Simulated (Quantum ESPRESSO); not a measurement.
# Gap and tunnelling decay at a withheld lattice constant: CsPbCl3, cubic perovskite type

**Set-up.** Quantum ESPRESSO 7.5 (pw.x, pwcond.x with ikind = 0), PBE, GBRV ultrasoft, cubic crystals. κ is the slowest decay along [001] at mid-gap among three points across the current.

```
a (Å)  gap on the mesh (eV)  κ (1/Å)
5.456                 1.539    0.102
5.630                 2.001    0.129
5.804                 2.338    0.149
6.152                 2.690    0.177
```

To predict: What are gap and κ at a = 5.978 Å?

**Worked estimate.** A line through the rows at 5.804 and 6.152 Å gives a gap of 2.338 + 0.500 × (2.690 − 2.338) = 2.51 eV and κ = 0.163 1/Å. The two-band model κ = 0.5123 √(m* E_g/4) needs m* = 0.145 at 5.804 Å; with that mass and the new gap, κ = 0.155 1/Å.

What the calculation gave: The gap is 2.563 eV and κ = 0.165 1/Å. The line misses the gap by −0.049 eV and κ by −1.2 %; the two-band estimate misses κ by −6.4 %.

Caveats: The structure type is imposed. Local and semilocal gaps and decay constants are too small; no spin-orbit coupling. For an indirect gap m* is a fitting number alone.

[Logs are printed without paths, hosts, clocks, repeated set-up lines and the standing remarks that a program may print on its own settings, such as how far it seeks lower states.]
